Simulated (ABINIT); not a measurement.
**Completion of the band sum in GW: BaZrSe3 (P1)**

Aim: few bands, with and without a completion of the sum over empty states, for BaZrSe3 (P1).

Calculated with ABINIT 10.8.3; PBEsol and many-body steps on it, plane waves.

### Step 1. The system as given

It takes space group P1 (No. 1, triclinic). Conventional cell: a = 5.287 Å, b = 5.296 Å, c = 5.309 Å, α = 89.89°, β = 89.91°, γ = 89.96°. Nearest to Ba lie 12 Se at 3.63 to 3.88 Å. Zr has 6 Se at 2.57 to 2.75 Å nearest. Nearest to Se lie 2 Zr at 2.61 to 2.70 Å and 4 Ba at 3.69 to 3.80 Å. Se has 2 Zr at 2.62 to 2.69 Å and 4 Ba at 3.63 to 3.88 Å nearest. Se has 2 Zr at 2.57 to 2.75 Å and 4 Ba at 3.71 to 3.77 Å nearest. Farther neighbours, and contacts between anions beyond the nearest, are not listed.

The cell and positions are those that the Materials Project relaxed with its own functionals (PBE, PBE+U or r2SCAN), kept fixed.

### Step 2. Empty states on the mesh, 2×2×2 mesh, 209 bands

This step: ABINIT 10.8.3; DFT, PBEsol, plane waves, norm-conserving pseudopotentials.

The sums over transitions need many empty states on a uniform mesh; this step solves for them.

The input, run.abi:

```
acell 3*1.0 Angstrom
rprim 
  5.287383000000 -0.000000000000 -0.000000000000
  0.003576000000 5.296392000000 -0.000000000000
  0.007950000000 0.010054000000 5.309462000000
ntypat 3
znucl 56 40 34
natom 5
typat 1 2 3 3 3
xred 
  0.998643000000 0.998478000000 0.998673000000
  0.476578000000 0.490069000000 0.476727000000
  0.488317000000 0.998506000000 0.502693000000
  0.983845000000 0.511636000000 0.518540000000
  0.492614000000 0.501310000000 0.993370000000
pp_dirpath "pseudos"
pseudos "Ba.upf, Zr.upf, Se.upf"
ecut 39
ngkpt 2 2 2
nshiftk 1
shiftk 0 0 0
kptopt 1
chksymbreak 0
iscf -2
irdden 1
istwfk *1
nband 209
nbdbuf 18
tolwfr 1e-09
nstep 60
prtvol 0
indata_prefix "in"
outdata_prefix "out"
tmpdata_prefix "tmp"
```

Started as:

```sh
$ OMP_NUM_THREADS=1 mpirun -n 4 abinit run.abi > log
```

The program printed:

```text
.Version 10.8.3 of ABINIT. v10.8.2 released Aug 2026.

 Symmetries : space group P1 (#  1); Bravais aP (primitive triclinic)
[... echo of the input left out ...]
== DATASET  1 ==================================================================
-   mpi_nproc: 4, omp_nthreads: 1 (-1 if OMP is not activated)

--- !DatasetInfo
iteration_state: {dtset: 1, }
dimensions: {natom: 5, nkpt: 8, mband: 209, nsppol: 1, nspinor: 1, nspden: 1, mpw: 11685, }
cutoff_energies: {ecut:  39.0, pawecutdg:  -1.0, }
[...]
2.09743    2.09945    2.11234    2.11998    2.12012    2.12557    2.18440    2.18723
   2.19142    2.20194    2.20927    2.21042    2.22028    2.22431    2.22582    2.23386
   2.23940
 prteigrs : prtvol=0 or 1, do not print more k-points.

== END DATASET(S) ==============================================================
================================================================================

 -outvars: echo values of variables after computation  --------
            nband         209
             nkpt           8
          spgroup           1
 [... the other variables as echoed above ...]

 Calculation completed.
```

Run time: 4.6 min. Hardware: 4 MPI ranks of Intel Xeon 6975P-C (Granite Rapids), shared host; peak memory 0.67 GiB.

This step gave:

* gap: 0.1573 eV
* k of the valence top: 0.5, 0.5, 0.5
* k of the conduction bottom: 0, 0, 0
* least direct gap: 0.6982 eV
* k points computed: 8
* lowest point of the top converged band, above the valence top: 51.9381 eV

On this mesh the gap is 0.157 eV.

The density comes from a self-consistent run that is not shown.

### Step 3. Screening, 2×2×2 mesh, 191 bands, screening to 122.5 eV

The RPA dielectric matrix is built and inverted for each q.

This step: RPA screening on PBEsol, plane waves, norm-conserving pseudopotentials.

Edit run.abi of step 2 so:

```diff
@@ -23,10 +23,11 @@
 chksymbreak 0
-iscf -2
-irdden 1
 istwfk *1
-nband 209
-nbdbuf 18
-tolwfr 1e-09
-nstep 60
-prtvol 0
+occopt 1
+irdwfk 1
+optdriver 3
+nband 191
+ecuteps 4.5
+inclvkb 2
+awtr 1
+symchi 1
 indata_prefix "in"
```

The program printed:

```text
.Version 10.8.3 of ABINIT. v10.8.2 released Aug 2026.

 Symmetries : space group P1 (#  1); Bravais aP (primitive triclinic)
[... echo of the input left out ...]
== DATASET  1 ==================================================================
-   mpi_nproc: 4, omp_nthreads: 1 (-1 if OMP is not activated)

--- !DatasetInfo
iteration_state: {dtset: 1, }
dimensions: {natom: 5, nkpt: 8, mband: 191, nsppol: 1, nspinor: 1, nspden: 1, mpw: 11685, }
cutoff_energies: {ecut:  39.0, pawecutdg:  -1.0, }
electrons: {nelect:   7.00000000E+01, charge:   0.00000000E+00, occopt:   1.00000000E+00, tsmear:   1.00000000E-02, }

 SCREENING: Calculation of the susceptibility and dielectric matrices

 Based on a program developped by R.W. Godby, V. Olevano, G. Onida, and L. Reining.
 Incorporated in ABINIT by V. Olevano, G.-M. Rignanese, and M. Torrent.
.Using double precision arithmetic ; gwpc =  8

[... cell and pseudopotentials left out ...]
--------------------------------------------------------------------------------

 ==== K-mesh for the wavefunctions ====
 Number of points in the irreducible wedge :     8
[... list of points left out ...]
 Together with  1 symmetry operations and time-reversal symmetry
 yields     8 points in the full Brillouin Zone.

 ==== Q-mesh for the screening function ====
 Number of points in the irreducible wedge :     8
[... list of points left out ...]
 Together with  1 symmetry operations and time-reversal symmetry
 yields     8 points in the full Brillouin Zone.

 setmesh: FFT mesh size selected  =    40x   40x   40
          total number of points  =        64000

 vcoul_init : cutoff-mode = AUXILIARY_FUNCTION
 q-points for optical limit:   1
     1)      0.000010    0.000020    0.000030

- screening: taking advantage of time-reversal symmetry
- Maximum band index for partially occupied states nbvw = 35
- Remaining bands to be divided among processors   nbcw = 156
- Number of bands treated by each node ~39

 Number of electrons calculated from density =   70.0000; Expected =   70.0000
 average of density, n =  0.069764
 r_s =    1.5069
 omega_plasma =   25.4783 [eV]

 calculating chi0 at frequencies [eV] :
  1    0.000000E+00    0.000000E+00
  2    0.000000E+00    2.547831E+01

--------------------------------------------------------------------------------
  q-point number  1        q = ( 0.000000, 0.000000, 0.000000) [r.l.u.]
--------------------------------------------------------------------------------
[... chi0 elements left out ...]
 For q-point:  0.000010 0.000020 0.000030
  dielectric constant =  24.4820
  dielectric constant without local fields =  31.0984

  Average fulfillment of the sum rule on Im[epsilon] for q-point    1 :     56.22  [%]
[... wings left out ...]
  q-point number  2        q = ( 0.500000, 0.000000, 0.000000) [r.l.u.]
--------------------------------------------------------------------------------
[... chi0 elements left out ...]
  Average fulfillment of the sum rule on Im[epsilon] for q-point    2 :     60.44  [%]

 [... 6 further q-points ...]
```

Elapsed: 3.6 min, on 4 MPI ranks; peak memory 3.2 GiB.

This step gave:

```
ε∞ with local fields, on this mesh    : 24.48
ε∞ without local fields, on this mesh : 31.10
plasma frequency                      : 25.48 eV
plane waves in the screening matrix   : 461
```

Local fields lower ε∞ by 21 %. On a Γ-centred mesh this coarse the value itself is usually too large, while a short band sum pulls it down.

### Step 4. 191 bands

The self-energy is evaluated for the states that the input lists, and the quasiparticle equation is solved.

This step: G0W0 on PBEsol, plane waves, norm-conserving pseudopotentials.

Edit run.abi of step 3 so:

```diff
@@ -26,8 +26,17 @@
 irdwfk 1
-optdriver 3
+optdriver 4
 nband 191
+gwcalctyp 0
+ecutsigx 39
+symsigma 1
+nkptgw 2
+kptgw 
+  0.5000000000 0.5000000000 0.5000000000
+  0.0000000000 0.0000000000 0.0000000000
+bdgw 
+  34 37
+  34 37
 ecuteps 4.5
-inclvkb 2
-awtr 1
-symchi 1
+irdscr 1
+ppmodel 1
 indata_prefix "in"
```

The program printed:

```text
.Version 10.8.3 of ABINIT. v10.8.2 released Aug 2026.

 Symmetries : space group P1 (#  1); Bravais aP (primitive triclinic)
[... echo of the input left out ...]
== DATASET  1 ==================================================================
-   mpi_nproc: 4, omp_nthreads: 1 (-1 if OMP is not activated)

--- !DatasetInfo
iteration_state: {dtset: 1, }
dimensions: {natom: 5, nkpt: 8, mband: 191, nsppol: 1, nspinor: 1, nspden: 1, mpw: 11685, }
cutoff_energies: {ecut:  39.0, pawecutdg:  -1.0, }
electrons: {nelect:   7.00000000E+01, charge:   0.00000000E+00, occopt:   1.00000000E+00, tsmear:   1.00000000E-02, }

 SIGMA: Calculation of the GW corrections

 Based on a program developped by R.W. Godby, V. Olevano, G. Onida, and L. Reining.
 Incorporated in ABINIT by V. Olevano, G.-M. Rignanese, and M. Torrent.
.Using double precision arithmetic ; gwpc =  8

[... cell and pseudopotentials left out ...]
--------------------------------------------------------------------------------

 ==== K-mesh for the wavefunctions ====
 Number of points in the irreducible wedge :     8
[... list of points left out ...]
 Together with  1 symmetry operations and time-reversal symmetry
 yields     8 points in the full Brillouin Zone.

 ==== Q-mesh for screening function ====
 Number of points in the irreducible wedge :     8
[... list of points left out ...]
 Together with  1 symmetry operations and time-reversal symmetry
 yields     8 points in the full Brillouin Zone.

 vcoul_init : cutoff-mode = AUXILIARY_FUNCTION
 q-points for optical limit:   1
     1)      0.000010    0.000020    0.000030
 setmesh: FFT mesh size selected  =    60x   60x   60
          total number of points  =       216000

 Number of electrons calculated from density =   70.0000; Expected =   70.0000
 average of density, n =  0.069764
 r_s =    1.5069
 omega_plasma =   25.4783 [eV]

 === KS Band Gaps ===
  >>>> For spin  1
   Minimum direct gap =   0.6981 [eV], located at k-point      :   0.0000  0.0000  0.0000
   Fundamental gap    =   0.1572 [eV], Top of valence bands at :   0.5000  0.5000  0.5000
                                       Bottom of conduction at :   0.0000  0.0000  0.0000
 SIGMA fundamental parameters:
 PLASMON POLE MODEL  1
 number of plane-waves for SigmaX                11685
 number of plane-waves for SigmaC and W            461
 number of plane-waves for wavefunctions         11685
 number of bands                                   191
 number of independent spin polarizations            1
 number of spinorial components                      1
 number of k-points in IBZ                           8
 number of q-points in IBZ                           8
 number of symmetry operations                       1
 number of k-points in BZ                            8
 number of q-points in BZ                            8
 number of frequencies for dSigma/dE                 9
 frequency step for dSigma/dE [eV]                0.25
 number of omega for Sigma on real axis              0
 max omega for Sigma on real axis  [eV]           0.00
 zcut for avoiding poles [eV]                     0.10

 EPSILON^-1 parameters (SCR file):
 dimension of the eps^-1 matrix on file            461
 dimension of the eps^-1 matrix used               461
 number of plane-waves for wavefunctions         11685
 number of bands                                   191
 number of q-points in IBZ                           8
 number of frequencies                               2
 number of real frequencies                          1
 number of imag frequencies                          1

 matrix elements of self-energy operator (all in [eV])

 Perturbative Calculation

--- !SelfEnergy_ee
iteration_state: {dtset: 1, }
kpoint     : [   0.500,    0.500,    0.500, ]
spin       : 1
KS_gap     :    2.344
QP_gap     :    3.760
Delta_QP_KS:    1.417
data: !SigmaeeData |
     Band     E0 <VxcDFT>   SigX SigC(E0)      Z dSigC/dE  Sig(E)    E-E0       E
       34   4.975 -13.664 -16.877   2.278   0.781  -0.280 -14.394  -0.730   4.245
       35   5.008 -13.676 -16.904   2.292   0.781  -0.281 -14.407  -0.731   4.278
       36   7.352 -12.842  -7.353  -4.603   0.775  -0.291 -12.156   0.686   8.038
       37   7.542 -13.631  -7.813  -4.838   0.766  -0.305 -12.880   0.752   8.294

--- !SelfEnergy_ee
iteration_state: {dtset: 1, }
kpoint     : [   0.000,    0.000,    0.000, ]
spin       : 1
KS_gap     :    0.698
QP_gap     :    2.053
Delta_QP_KS:    1.355
data: !SigmaeeData |
     Band     E0 <VxcDFT>   SigX SigC(E0)      Z dSigC/dE  Sig(E)    E-E0       E
       34   4.399 -13.893 -16.864   2.199   0.782  -0.278 -14.498  -0.604   3.795
       35   4.467 -14.053 -17.267   2.350   0.783  -0.277 -14.729  -0.676   3.792
       36   5.166 -12.570  -7.747  -3.957   0.784  -0.276 -11.891   0.679   5.845
       37   5.296 -12.656  -8.190  -3.722   0.785  -0.275 -12.073   0.583   5.879

== END DATASET(S) ==============================================================
================================================================================

 -outvars: echo values of variables after computation  --------
           etotal      0.0000000000E+00
            nband         191
             nkpt           8
          spgroup           1
 [... the other variables as echoed above ...]

 Calculation completed.
```

Run time: 34 s. Hardware: 4 MPI ranks; peak memory 2.6 GiB; 2.3 min of CPU time.

This step gave:

```
G0W0 gap on the mesh                         : 1.567 eV
starting gap on the mesh                     : 0.1573 eV
k of the valence top                         : 0.5, 0.5, 0.5
k of the conduction bottom                   : 0, 0, 0
Z at the valence top                         : 0.781
Z at the conduction bottom                   : 0.784
least direct G0W0 gap on the computed points : 2.05 eV
```

The gap on the mesh goes from 0.16 eV to 1.57 eV, a correction of +1.41 eV.

### Step 5. Screening, 2×2×2 mesh, 49 bands, screening to 122.5 eV

This step: RPA screening on PBEsol, plane waves, norm-conserving pseudopotentials.

Edit run.abi of step 4 so:

```diff
@@ -26,17 +26,8 @@
 irdwfk 1
-optdriver 4
-nband 191
-gwcalctyp 0
-ecutsigx 39
-symsigma 1
-nkptgw 2
-kptgw 
-  0.5000000000 0.5000000000 0.5000000000
-  0.0000000000 0.0000000000 0.0000000000
-bdgw 
-  34 37
-  34 37
+optdriver 3
+nband 49
 ecuteps 4.5
-irdscr 1
-ppmodel 1
+inclvkb 2
+awtr 1
+symchi 1
 indata_prefix "in"
```

The program printed:

```text
.Version 10.8.3 of ABINIT. v10.8.2 released Aug 2026.

 Symmetries : space group P1 (#  1); Bravais aP (primitive triclinic)
[... echo of the input left out ...]
== DATASET  1 ==================================================================
-   mpi_nproc: 4, omp_nthreads: 1 (-1 if OMP is not activated)

--- !DatasetInfo
iteration_state: {dtset: 1, }
dimensions: {natom: 5, nkpt: 8, mband: 49, nsppol: 1, nspinor: 1, nspden: 1, mpw: 11685, }
cutoff_energies: {ecut:  39.0, pawecutdg:  -1.0, }
electrons: {nelect:   7.00000000E+01, charge:   0.00000000E+00, occopt:   1.00000000E+00, tsmear:   1.00000000E-02, }

 SCREENING: Calculation of the susceptibility and dielectric matrices

 Based on a program developped by R.W. Godby, V. Olevano, G. Onida, and L. Reining.
 Incorporated in ABINIT by V. Olevano, G.-M. Rignanese, and M. Torrent.
.Using double precision arithmetic ; gwpc =  8

[... cell and pseudopotentials left out ...]
--------------------------------------------------------------------------------

 ==== K-mesh for the wavefunctions ====
 Number of points in the irreducible wedge :     8
[... list of points left out ...]
 Together with  1 symmetry operations and time-reversal symmetry
 yields     8 points in the full Brillouin Zone.

 ==== Q-mesh for the screening function ====
 Number of points in the irreducible wedge :     8
[... list of points left out ...]
 Together with  1 symmetry operations and time-reversal symmetry
 yields     8 points in the full Brillouin Zone.

 setmesh: FFT mesh size selected  =    40x   40x   40
          total number of points  =        64000

 vcoul_init : cutoff-mode = AUXILIARY_FUNCTION
 q-points for optical limit:   1
     1)      0.000010    0.000020    0.000030

- screening: taking advantage of time-reversal symmetry
- Maximum band index for partially occupied states nbvw = 35
- Remaining bands to be divided among processors   nbcw = 14
- Number of bands treated by each node ~3

 Number of electrons calculated from density =   70.0000; Expected =   70.0000
 average of density, n =  0.069764
 r_s =    1.5069
 omega_plasma =   25.4783 [eV]

 calculating chi0 at frequencies [eV] :
  1    0.000000E+00    0.000000E+00
  2    0.000000E+00    2.547831E+01

--------------------------------------------------------------------------------
  q-point number  1        q = ( 0.000000, 0.000000, 0.000000) [r.l.u.]
--------------------------------------------------------------------------------
[... chi0 elements left out ...]
 For q-point:  0.000010 0.000020 0.000030
  dielectric constant =  23.1215
  dielectric constant without local fields =  30.5391

  Average fulfillment of the sum rule on Im[epsilon] for q-point    1 :     13.49  [%]
[... wings left out ...]
  q-point number  2        q = ( 0.500000, 0.000000, 0.000000) [r.l.u.]
--------------------------------------------------------------------------------
[... chi0 elements left out ...]
  Average fulfillment of the sum rule on Im[epsilon] for q-point    2 :     22.39  [%]

 [... 6 further q-points ...]
```

Run time: 33 s. Hardware: 4 MPI ranks; peak memory 1.9 GiB.

This step gave:

* ε∞ with local fields, on this mesh: 23.12
* ε∞ without local fields, on this mesh: 30.54
* plasma frequency: 25.48 eV
* plane waves in the screening matrix: 461

[end of part 1 of 2]

[Long decimals in the printed logs are rounded to 6 places.]

[Logs are printed without paths, hosts, clocks, repeated set-up lines and the standing remarks that a program may print on its own settings, such as how far it seeks lower states.]

[Paths, hosts, dates, memory and timing lines, banners, echoed tables and standing remarks are left out of the program output; an Ansatz launch command may be rebuilt from the run's recorded settings. Measured values are a selection of at most five: reports struck by readers or far from the other reports are left out. None is set beside runs whose start may be inverted or whose files or cutoffs have a known fault.]

[Runs of the session that timed out or met a known fault of the program may be left out.]

[Hosts, paths, dates, database ids (printed as entryN), source tags and the programs' standing remarks are cut or masked in the printed files.]

[G0W0 gaps are taken among the corrected bands and points alone; a level outside them can change the order at an edge.]

[Where Ansatz stands beside ABINIT at settings called matched, ABINIT's density can come from a denser mesh and the files from another edition; pairs whose starting gaps differed by over 0.03 eV were left out, so agreement reads better than it is.]
